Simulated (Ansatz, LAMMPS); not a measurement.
# Relaxing Zn2+ triflate in trimethyl phosphate and propylene carbonate, from a frame at 350 K (201 atoms), part 2 of 2

Aim: bring Zn2+ triflate in trimethyl phosphate and propylene carbonate, from a frame at 350 K (201 atoms) to a nearby minimum of the energy and see what moves.

Ansatz 0.2.0; Kohn-Sham DFT, PBE+D4, PAW (set soft_2), plane waves.

The cell: 42 C, 51 O, 6 P, 84 H, 4 S, 12 F and 2 Zn. The network of contacts between molecules at the start is that of the classical potential that made the cell. The density was typed from a rule of thumb and may lie off the real one at this temperature. Only the Γ point is sampled, in a cell whose shortest periodic width is 13 Å.

So far. Step 4 (Relaxation): The relaxation changed the energy by -70.1 meV/atom, and atoms moved by 1.1 Å r.m.s., 2.4 Å at most.

## (6) Single point at the relaxed geometry (continued)

Density of states as counts of states in windows of 1 eV (from the Fermi level), total and the larger projections:

```tsv
from (eV)	to (eV)	total	O p	C p	H s	F p	C s
-14	-13	0.8	0.2	0.0	0.1	0.0	0.4
-13	-12	26.6	5.5	1.2	4.0	2.4	8.6
-12	-11	27.0	5.4	1.1	6.6	0.4	10.7
-11	-10	14.1	3.2	3.0	1.4	2.0	2.0
-10	-9	23.6	4.8	5.7	0.7	7.2	1.5
-9	-8	25.1	5.6	4.8	2.2	5.8	1.3
-8	-7	42.2	17.7	11.6	4.4	0.5	1.1
-7	-6	43.5	18.5	11.5	4.6	0.8	1.0
-6	-5	101.1	30.4	29.7	12.8	18.4	0.4
-5	-4	70.6	14.5	14.4	5.6	21.2	0.2
-4	-3	57.6	25.6	13.8	8.8	3.1	0.2
-3	-2	73.9	48.9	10.9	7.8	0.6	0.2
-2	-1	71.3	56.0	5.6	4.8	1.3	0.6
-1	0	6.3	5.7	0.2	0.0	0.1	0.1
0	1	0.8	0.8	0.0	0.0	0.0	0.0
1	4	0.0	0.0	0.0	0.0	0.0	0.0
4	5	10.3	2.0	3.1	1.2	0.0	0.5
```

With fixed occupations the program's Fermi level is the highest filled level; weight inside the gap is the broadening of levels at its edges.

Between -26 and -14 eV lie 128 more states.

Not all projections were asked for or kept, so they needn't add up to the total.

The levels nearest the highest filled one (over half full), pooled over k-points and spins:

```tsv
level less the highest filled one (eV)	occupation
-1.15	2
-1.13	2
-0.998	2
-0.772	2
-0.749	2
0	2
4.47	0
4.64	0
4.71	0
4.82	0
5.03	0
5.06	0
```

Electrostatic potential energy in the ab plane at fractional z = 0.265, with atoms of H and P and O and C and Zn within 0.2 Å of it. With pseudopotentials it is smooth inside the atoms' cores, unlike the true potential.

Ten even steps from '0' (-41 eV) to '9' (6 eV), each cell a mean:
```
999999999999999999999730015899999999999
999999999999999999999875468999999999999
999999999999999999999998899999999999999
999999999999999999999951279999999998999
999857999999999999999951158899999999999
999725788899999988999984002666999999999
999874378899999999999863013412799999999
999875689999999999999610267756899999999
546500279999999999999721466742577999998
002500378999999999999987411531532899994
336877668899999999999997423777887999996
347888766269999999999995168999999999986
458888888579999999999998789999999998676
999999999999999999999999999999999998789
999999999999998889999999999999999999999
999999999999983237999999999999999999999
369999999997351005888656789999999999996
444776799998476542355100378999999999997
610430179999999940024000279999999999999
666764589999999986677543479999999999998
789999999999999999999984259999999999998
999999999999999999999997689999999999999
999999999999999999999976568999999999999
999999999999999999999741025899999999999
```
Columns run along a (13.4 Å; values clipped at the 3rd and 97th percentile), rows up along b (13.4 Å). Atoms in or near the plane, at fractional coordinates: H at (0.00, 0.28), P at (0.57, 0.23), O at (0.45, 0.22), C at (0.39, 0.31), H at (0.31, 0.28), C at (0.12, 0.61), O at (0.02, 0.59), H at (0.11, 0.77), H at (0.23, 0.49), C at (0.63, 0.74), H at (0.81, 0.59), H at (0.61, 0.51), Zn at (0.61, 0.98).

Valence density in the ab plane at fractional z = 0.265, with atoms of H and P and O and C and Zn within 0.2 Å of it. It is the smooth field of the valence electrons, not physical close to the nuclei.

Values in units of 1e0 e/Å³, 13 rows by 16 columns, each cell a mean:
```
0.0 0.1 0.0 0.0 0.0 0.1 0.1 0.1 0.2 4.2 3.8 0.2 0.1 0.0 0.0 0.0
0.0 0.0 0.0 0.0 0.0 0.2 0.2 0.0 0.1 1.1 0.5 0.1 0.0 0.0 0.1 0.0
0.0 0.5 0.5 0.1 0.0 0.0 0.1 0.1 0.2 2.6 1.5 0.3 0.1 0.0 0.0 0.0
0.0 0.5 1.0 0.5 0.1 0.0 0.1 0.1 0.2 1.4 1.4 2.1 1.2 0.1 0.0 0.0
1.6 1.0 1.3 0.2 0.0 0.0 0.0 0.0 0.6 3.4 1.1 0.9 0.8 0.3 0.0 0.3
3.5 1.0 1.1 0.5 0.1 0.0 0.0 0.0 0.0 0.5 1.3 1.0 0.8 0.5 0.1 0.7
0.8 0.5 0.4 0.8 0.3 0.0 0.0 0.0 0.0 0.4 0.5 0.1 0.0 0.1 0.5 0.8
0.1 0.3 0.1 0.0 0.0 0.0 0.1 0.1 0.0 0.0 0.0 0.0 0.0 0.0 0.4 0.4
0.2 0.1 0.0 0.0 0.1 0.7 1.4 0.3 0.1 0.2 0.1 0.0 0.0 0.0 0.0 0.1
1.3 0.9 1.4 0.2 0.2 0.8 1.2 2.7 0.8 0.5 0.3 0.0 0.0 0.0 0.0 0.3
0.9 1.0 2.4 0.3 0.0 0.0 0.5 2.1 0.6 1.1 0.9 0.1 0.0 0.0 0.0 0.2
0.1 0.1 0.1 0.0 0.0 0.1 0.0 0.0 0.1 1.0 1.1 0.1 0.0 0.0 0.0 0.1
0.0 0.0 0.0 0.0 0.0 0.0 0.0 0.0 0.1 3.2 2.9 0.1 0.0 0.0 0.0 0.0
```
Columns run along a (13.4 Å), rows up along b (13.4 Å). Atoms in or near the plane, at fractional coordinates: H at (0.00, 0.28), P at (0.57, 0.23), O at (0.45, 0.22), C at (0.39, 0.31), H at (0.31, 0.28), C at (0.12, 0.61), O at (0.02, 0.59), H at (0.11, 0.77), H at (0.23, 0.49), C at (0.63, 0.74), H at (0.81, 0.59), H at (0.61, 0.51), Zn at (0.61, 0.98).

Mean intrinsic-atomic-orbital charges: C -0.07, F -0.27, H +0.19, O -0.68, P +2.14, S +2.22 e.

Local excerpt of 8 atoms (numbers count through the whole input) about Zn201, one of the 2 Zn atoms; x, y, z are measured from there.

```tsv
atom	x	y	z	distance (Å)	bonds	intrinsic-atomic-orbital charge (e)
Zn201	0.00	0.00	0.00	0.00	5	1.52
O194	0.76	1.85	0.21	2.01	2	-0.98
O186	0.03	-1.80	0.92	2.02	2	-0.97
O178	-1.22	-0.24	-1.59	2.02	2	-1.00
O72	1.72	-0.56	-1.02	2.08	2	-1.00
O21	-1.45	0.52	1.41	2.09	2	-1.00
S193	0.18	3.14	-0.29	3.16	4	2.21
S177	-2.12	-1.40	-1.93	3.19	4	2.22
```

The column of bonds counts only the pairs H-C within 1.34 Å, O-C within 1.73 Å, O-P within 2.02 Å, O-S within 1.93 Å, O-Zn within 2.50 Å, C-C within 1.85 Å, C-F within 1.62 Å, C-S within 2.21 Å; other neighbours, such as metal atoms beside each other in a compound, aren't counted, and periodic images can show an atom twice.

## (7) Results

| Item | Value |
| --- | --- |
| energy change in the relaxation | -70.07 meV/atom |
| r.m.s. displacement | 1.056 Å |
| largest displacement | 2.447 Å |
| free energy per atom | -324.8549 eV/atom |
| pressure | -0.1974 GPa |
| r.m.s. force component | 0.00244 eV/Å |
| gap (highest filled to lowest empty level) | 4.468 eV |
| wall time of the 3 DFT runs | 16 min |

**Reading.** Relaxation lowers the energy by 70.1 meV/atom and moves atoms by 1.1 Å r.m.s.; the r.m.s. force component goes from 1.3 to 0.0024 eV/Å, the pressure goes from 2.2 to -0.20 GPa, and the gap from 3.74 to 4.47 eV. By the final cutoffs no bond was broken or made. From the first step to the last the energy fell by 14.084 eV, and the largest move was 2.45 Å (O168, with 1 other atom within 2 % of it). The O-Zn bonds change most in mean length: from 1.894 Å (spread 0.067) to 2.079 Å (spread 0.063). By these cutoffs 88 % of C atoms have 4, all F atoms have 1, all H atoms have 1 and 76 % of O atoms have 2 bonded neighbours. The highest filled and lowest empty levels differ by 4.47 eV (at Γ alone); a semilocal functional tends to put such gaps too low. In a disordered cell it changes from sample to sample and from frame to frame.

What to keep in mind: The network of contacts between molecules at the start is that of the classical potential that made the cell; in DFT atoms moved by 1.1 Å r.m.s.

[Logs are printed without paths, hosts, clocks, repeated set-up lines and the standing remarks that a program may print on its own settings, such as how far it seeks lower states.]

[Hosts, paths, dates, database ids (printed as entryN), source tags and the programs' standing remarks are cut or masked in the printed files.]
